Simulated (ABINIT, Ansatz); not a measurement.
Planning a run of ABINIT 10.8.3 on KCdF3 (Pm-3m). The input:

```
acell 3*1.0 Angstrom
rprim 
  4.382089020000 0.000000000000 0.000000000000
  0.000000000000 4.382089020000 0.000000000000
  0.000000000000 0.000000000000 4.382089020000
ntypat 3
znucl 19 48 9
natom 5
typat 1 2 3 3 3
xred 
  0.000000000000 0.000000000000 0.000000000000
  0.500000000000 0.500000000000 0.500000000000
  0.000000000000 0.500000000000 0.500000000000
  0.500000000000 0.000000000000 0.500000000000
  0.500000000000 0.500000000000 0.000000000000
pp_dirpath "pseudos"
pseudos "K.upf, Cd.upf, F.upf"
ecut 47
ngkpt 2 2 2
nshiftk 1
shiftk 0 0 0
kptopt 1
chksymbreak 0
iscf -2
irdden 1
istwfk *1
nband 177
nbdbuf 16
tolwfr 1e-09
nstep 60
prtvol 0
indata_prefix "in"
outdata_prefix "out"
tmpdata_prefix "tmp"
```

```sh
OMP_NUM_THREADS=1 mpirun -n 4 abinit run.abi > log
```

Q: How long will it take on 4 MPI ranks of Arm Neoverse N1, shared host, and how much memory?

It took 2.1 min; on shared hardware allow 64 s to 4.3 min. Peak host memory was 0.47 GiB.

[Paths, hosts, dates, memory and timing lines, banners, echoed tables and standing remarks are left out of the program output.]

[Logs are printed without paths, hosts, clocks, repeated set-up lines and the standing remarks that a program may print on its own settings, such as how far it seeks lower states.]

[Runs of the session that timed out or met a known fault of the program may be left out.]

[Hosts, paths, dates, database ids (printed as entryN), source tags and the programs' standing remarks are cut or masked in the printed files.]

[G0W0 gaps are taken among the corrected bands and points alone; a level outside them can change the order at an edge.]

[Where Ansatz stands beside ABINIT at settings called matched, ABINIT's density can come from a denser mesh and the files from another edition; pairs whose starting gaps differed by over 0.03 eV were left out, so agreement reads better than it is.]
